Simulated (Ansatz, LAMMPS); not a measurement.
## Structural relaxation of amorphous polyisobutylene (as short chains C10H22), from a frame at 250 K (128 atoms)

Wanted: the relaxed structure of amorphous polyisobutylene (as short chains C10H22), from a frame at 250 K (128 atoms) and its electronic structure.

Method: Kohn-Sham DFT, PBE+D3(BJ), PAW (set soft_2), plane waves, in Ansatz 0.2.0.

This is a report of a sequence of runs, with most program output left out.

### 1. The structure

The cell holds 128 atoms: 40 C and 88 H. Its edges and angles: a = 10.218 Å, b = 10.218 Å, c = 10.218 Å, α = 90.0°, β = 90.0°, γ = 90.0°. 4 polyisobutylene chains of 2 units with methyl end groups placed at random, at 0.886 g/cm³; overlaps pushed apart, then 20 ps at 800 K with MMFF94 bonds, angles, torsions, charges and radii (Halgren, J. Comput. Chem. 17, 490 (1996)) in harmonic and 12-6 forms. Snapshot after 30 ps at 250 K and fixed volume.

Limits known from the start: The network of contacts between molecules at the start is that of the classical potential that made the cell. The density was typed from a rule of thumb and may lie off the real one at this temperature. Sampling is at Γ alone, for a cell whose shortest periodic width is 10 Å.

### 2. Making the structure

A classical potential supplies the starting structure, since it reaches far longer times than DFT.

This step: classical MD, MMFF94 bonds, angles, torsions, charges and radii (Halgren, J. Comput. Chem. 17, 490 (1996)) in harmonic and 12-6 forms; charges of ions scaled by 0.8 (LAMMPS 22 Jul 2025 - Update 4).

in.lmp reads:

```
# amorphous polyisobutylene
units real
atom_style full
boundary p p p
bond_style harmonic
angle_style harmonic
dihedral_style opls
improper_style harmonic
special_bonds lj 0 0 0.5 coul 0 0 0.75
read_data data.lmp
neigh_modify delay 0 every 1 check yes one 4000
comm_modify cutoff 12.0
timestep 0.5
thermo_style custom step time temp pe press density
thermo_modify norm yes
# push overlapping molecules apart
pair_style soft 2.6
pair_coeff * * 0.0
variable a equal ramp(1,60)
fix ad all adapt 1 pair soft a * * v_a
velocity all create 800 880683 mom yes dist gaussian
fix lim all nve/limit 0.03
fix lan all langevin 800 800 50 880684 zero yes
thermo 1000
run 3000 post no
unfix ad
pair_style lj/cut 9.0
pair_modify mix arithmetic tail yes
pair_coeff 1 1 0.0678 3.3680   # C
pair_coeff 2 2 0.0216 2.5400   # H
thermo 100
minimize 1e-5 1e-3 300 3000
reset_timestep 0
velocity all create 800 880685 mom yes dist gaussian
# [... 13 lines left out ...]
compute msd all msd com yes
thermo 7500
fix md all nvt temp 250 250 100
run 30000 post no
print "== T250: mean square displacement over the hold $(c_msd[4]:%.2f) A^2"
unfix md
uncompute msd
write_dump all custom T250.dump id type xs ys zs modify sort id
```

Command:

```bash
$ lmp -in in.lmp -log none -nocite
```

Run time: 38 s. Hardware: 1 thread of Arm Neoverse V1, shared host; peak memory 0.12 GiB.

The input also reads data.lmp (atoms, bonds and types; not printed here).

### 3. Single point at the start

A single point comes first, to see the forces before anything moves.

input.yaml reads:

```yaml
crystal:
  lattice:
    - [10.21753, 0.0, 0.0]
    - [0.0, 10.21753, 0.0]
    - [0.0, 0.0, 10.21753]
  atoms:
    - { symbol: C, position: [0.4974, 0.98751, 0.49956] }
    - { symbol: C, position: [0.45648, 0.0745, 0.38941] }
    - { symbol: C, position: [0.45827, 0.01002, 0.25652] }
    - { symbol: C, position: [0.36142, 0.89957, 0.23865] }
    - { symbol: C, position: [0.59321, 0.94495, 0.23474] }
    - { symbol: C, position: [0.44267, 0.10821, 0.14501] }
    - { symbol: C, position: [0.32316, 0.19802, 0.14443] }
    - { symbol: C, position: [0.31815, 0.2582, 0.00835] }
    - { symbol: C, position: [0.19414, 0.13432, 0.16987] }
    - { symbol: C, position: [0.33345, 0.31316, 0.23869] }
    - { symbol: H, position: [0.49241, 0.04984, 0.58711] }
    - { symbol: H, position: [0.44561, 0.89645, 0.51097] }
    - { symbol: H, position: [0.60062, 0.9606, 0.48512] }
    - { symbol: H, position: [0.50877, 0.16436, 0.39935] }
    - { symbol: H, position: [0.35359, 0.09707, 0.42099] }
    - { symbol: H, position: [0.40942, 0.80566, 0.26391] }
    - { symbol: H, position: [0.27592, 0.90271, 0.30061] }
    - { symbol: H, position: [0.33567, 0.8926, 0.13737] }
    - { symbol: H, position: [0.60643, 0.91804, 0.13167] }
    - { symbol: H, position: [0.67302, 0.01168, 0.27092] }
    - { symbol: H, position: [0.60584, 0.85842, 0.29562] }
    - { symbol: H, position: [0.52639, 0.18069, 0.15274] }
    - { symbol: H, position: [0.45453, 0.04898, 0.05459] }
    - { symbol: H, position: [0.41761, 0.28032, 0.977] }
    - { symbol: H, position: [0.25765, 0.3509, 0.00268] }
    - { symbol: H, position: [0.27592, 0.18825, 0.94268] }
    - { symbol: H, position: [0.17632, 0.11082, 0.2785] }
    - { symbol: H, position: [0.18052, 0.04325, 0.1164] }
    - { symbol: H, position: [0.10592, 0.20146, 0.1506] }
    - { symbol: H, position: [0.26531, 0.39421, 0.22493] }
    - { symbol: H, position: [0.43543, 0.34758, 0.23052] }
    - { symbol: H, position: [0.32406, 0.27708, 0.33388] }
    [... 90 atom lines left out ...]
    - { symbol: H, position: [0.93436, 0.23025, 0.91499] }
    - { symbol: H, position: [0.91199, 0.05596, 0.96326] }
    - { symbol: H, position: [0.80418, 0.17629, 0.01371] }
    - { symbol: H, position: [0.73657, 0.92532, 0.89448] }
    - { symbol: H, position: [0.61677, 0.0414, 0.91072] }
    - { symbol: H, position: [0.64359, 0.97402, 0.75816] }
kpoints:
  mp_grid: { grid: [1, 1, 1] }
hamiltonian:
  xc: pbe
  dispersion: d3bj
scf:
  occupations: { method: gaussian, width: 0.05 }
output:
  forces: true
  stress: true
  populations: intrinsic
  dos:
    method: { smearing: { sigma: 0.08 } }
    de: 0.1
    projected: { site_lists: { C: [C], H: [H] } }
  eigenvalues: true
```

Command:

```bash
$ ansatz run input.yaml --threads 4 --pin off --max-ram 8192MiB --backend cpu --events-out ev --progress --plain --runs-dir out
```

Elapsed: 10 s, on 4 threads of Arm Neoverse V1, shared host; peak memory 1.1 GiB; 39 s of CPU time.

The run gave:

- free energy: -11459.4092 eV
- free energy per atom: -89.5266 eV/atom
- SCF cycles: 8
- pressure: 1.8 GPa
- r.m.s. force component: 0.7074 eV/Å
- longest force: 3.285 eV/Å
- Fermi energy: 1.127 eV
- gap (highest filled to lowest empty level): 5.679 eV

The r.m.s. force component of 0.71 eV/Å and the pressure of 1.8 GPa set the starting point.

Length of the force by element:

| element | coordination | atoms | mean length of the force (eV/Å) | spread | least | most |
| --- | --- | --- | --- | --- | --- | --- |
| C | all | 40 | 1.56 | 0.683 | 0.622 | 3.29 |
| H | all | 88 | 0.813 | 0.453 | 0.193 | 2.48 |

### 4. Relaxation

The atoms are relaxed in the fixed cell, aiming at the force tolerance of the input.

input.yaml, the sections that differ from step 3:

```yaml
output:
  forces: true
relax:
  f_tol: 0.05
  max_steps: 200
# crystal, kpoints, hamiltonian, scf: as in step 3
```

Run time: 89 s. Hardware: 4 threads; peak memory 1.1 GiB; 5.6 min of CPU time.

Step by step:

| step | energy less that of the first step (eV) | largest force component (eV/Å) |
| --- | --- | --- |
| 1 | 0.0000 | 2.9161 |
| 2 | -2.9519 | 1.1153 |
| 3 | -3.4507 | 0.2889 |
| 4 | -3.6038 | 0.0438 |
| 5 | -3.6038 | 0.0437 |
| 6 | -3.6643 | 0.2169 |
| 7 | -3.6973 | 0.2266 |
| 8 | -3.7168 | 0.1160 |
| 9 | -3.7293 | 0.0765 |
| 10 | -3.7379 | 0.0539 |
| 11 | -3.7452 | 0.0818 |
| 12 | -3.7496 | 0.0971 |
| 13 | -3.7536 | 0.0578 |
| 14 | -3.7572 | 0.0449 |
| 15 | -3.7597 | 0.0475 |
| 16 | -3.7613 | 0.0631 |
| 17 | -3.7626 | 0.0570 |
| 18 | -3.7641 | 0.0260 |
| 19 | -3.7641 | 0.0260 |

The atoms that moved most (Å):

| atom | dx | dy | dz | length |
| --- | --- | --- | --- | --- |
| H76 | -0.919 | 0.908 | 0.021 | 1.292 |
| H77 | -0.689 | 0.918 | -0.331 | 1.194 |
| C65 | -0.687 | 0.835 | -0.053 | 1.083 |
| H107 | 0.456 | -0.852 | -0.327 | 1.020 |
| H78 | -0.344 | 0.898 | -0.336 | 1.019 |
| H122 | 0.685 | -0.349 | 0.649 | 1.006 |
| H75 | -0.539 | 0.763 | 0.324 | 0.989 |
| H123 | 0.551 | -0.733 | 0.172 | 0.933 |

The relaxation changed the energy by -29.4 meV/atom, and atoms moved by 0.58 Å r.m.s., 1.3 Å at most.

### 5. Distances and neighbours after relaxation

Bonds before and after, by the cutoffs listed below:

| pair | bonds before | bonds after | mean before (Å) | mean after (Å) | spread before (Å) | spread after (Å) |
| --- | --- | --- | --- | --- | --- | --- |
| H-C | 88 | 88 | 1.097 | 1.099 | 0.026 | 0.002 |
| C-C | 36 | 36 | 1.532 | 1.541 | 0.026 | 0.009 |

Density 0.886 g/cm³, 8.334 Å³ an atom.

g(r), total and by pair (bins of 0.1 Å):

| r (Å) | total | H-H | H-C | C-C |
| --- | --- | --- | --- | --- |
| 0.95 | 0.00 | 0.00 | 0.00 | 0.00 |
| 1.05 | 6.01 | 0.00 | 14.00 | 0.00 |
| 1.15 | 1.72 | 0.00 | 4.00 | 0.00 |
| 1.25 | 0.00 | 0.00 | 0.00 | 0.00 |
| 1.35 | 0.00 | 0.00 | 0.00 | 0.00 |
| 1.45 | 0.00 | 0.00 | 0.00 | 0.00 |
| 1.55 | 1.58 | 0.00 | 0.00 | 16.10 |
| 1.65 | 0.00 | 0.00 | 0.00 | 0.00 |
| 1.75 | 2.63 | 5.57 | 0.00 | 0.00 |
| 1.85 | 0.00 | 0.00 | 0.00 | 0.00 |
| 1.95 | 0.00 | 0.00 | 0.00 | 0.00 |
| 2.05 | 0.15 | 0.31 | 0.00 | 0.00 |
| 2.15 | 2.20 | 0.24 | 4.87 | 0.00 |
| 2.25 | 0.46 | 0.56 | 0.44 | 0.00 |
| 2.35 | 0.56 | 1.19 | 0.00 | 0.00 |
| 2.45 | 1.30 | 1.90 | 0.08 | 3.81 |
| 2.55 | 1.20 | 1.49 | 0.23 | 4.06 |
| 2.65 | 1.29 | 0.91 | 1.84 | 0.77 |
| 2.75 | 1.64 | 0.90 | 2.71 | 0.56 |
| 2.85 | 0.82 | 0.76 | 1.07 | 0.00 |
| 2.95 | 0.92 | 0.96 | 1.08 | 0.00 |
| 3.05 | 0.95 | 1.25 | 0.75 | 0.34 |
| 3.15 | 0.88 | 1.26 | 0.54 | 0.54 |
| 3.25 | 0.78 | 0.69 | 0.73 | 1.51 |
| 3.35 | 0.63 | 0.55 | 0.81 | 0.19 |
| 3.45 | 1.39 | 0.79 | 2.21 | 0.62 |
| 3.55 | 0.85 | 0.85 | 1.02 | 0.09 |
| 3.65 | 0.89 | 1.23 | 0.65 | 0.32 |
| 3.75 | 1.26 | 1.90 | 0.74 | 0.46 |
| 3.85 | 0.88 | 1.07 | 0.70 | 0.71 |
| 3.95 | 0.94 | 1.07 | 0.76 | 1.15 |
| 4.05 | 0.95 | 1.15 | 0.81 | 0.58 |
| 4.15 | 1.00 | 1.06 | 1.02 | 0.61 |
| 4.25 | 0.90 | 0.90 | 0.97 | 0.59 |
| 4.35 | 1.01 | 1.14 | 0.95 | 0.67 |
| 4.45 | 0.88 | 0.80 | 1.00 | 0.80 |
| 4.55 | 0.93 | 0.82 | 1.07 | 0.87 |
| 4.65 | 0.85 | 0.70 | 0.93 | 1.22 |
| 4.75 | 1.08 | 1.10 | 1.10 | 0.90 |
| 4.85 | 0.97 | 0.83 | 1.10 | 1.13 |
| 4.95 | 1.07 | 0.96 | 1.15 | 1.30 |
| 5.05 | 1.01 | 1.07 | 1.06 | 0.54 |

Bonds by pair of elements; cutoffs follow the first minimum of g(r), held within bounds set by covalent radii, and pairs that aren't listed don't count as bonded:

| pair A-B | cutoff (Å) | bonds | mean length (Å) | spread (Å) | shortest (Å) | B about A | A about B |
| --- | --- | --- | --- | --- | --- | --- | --- |
| H-C | 1.34 | 88 | 1.10 | 0.002 | 1.09 | 1 | 2.2 |
| C-C | 1.85 | 36 | 1.54 | 0.009 | 1.52 | 1.8 | 1.8 |

How many atoms have how many bonded neighbours:

| element | mean | 1 | 4 |
| --- | --- | --- | --- |
| C | 4 | 0 | 40 |
| H | 1 | 88 | 0 |

Bond angles (no mean is given where the spread exceeds 20°):

| angle | count | mean (°) | spread (°) |
| --- | --- | --- | --- |
| C-C-H | 104 | 110 | 2 |
| H-C-H | 80 | 107 | 0.7 |
| C-C-C | 56 | 111 | 4.9 |

First main peaks of g(r), for some of the pairs, lie near 1.8 Å (H-H), 1.1 Å (H-C) and 1.5 Å (C-C). Counting bonds as in the table, all C atoms have 4 and all H atoms have 1 bonded neighbour. The C-C-H angle averages 110° with a spread of 2°.

(Part 1 of 2 ends here.)

[Logs are printed without paths, hosts, clocks, repeated set-up lines and the standing remarks that a program may print on its own settings, such as how far it seeks lower states.]

[Hosts, paths, dates, database ids (printed as entryN), source tags and the programs' standing remarks are cut or masked in the printed files.]

[The MMFF94 radii named for the starting cell were scaled by 0.96; in molecules described by MMFF94, hydrogen bound to N, O or S took a small fixed 12-6 site in their place.]
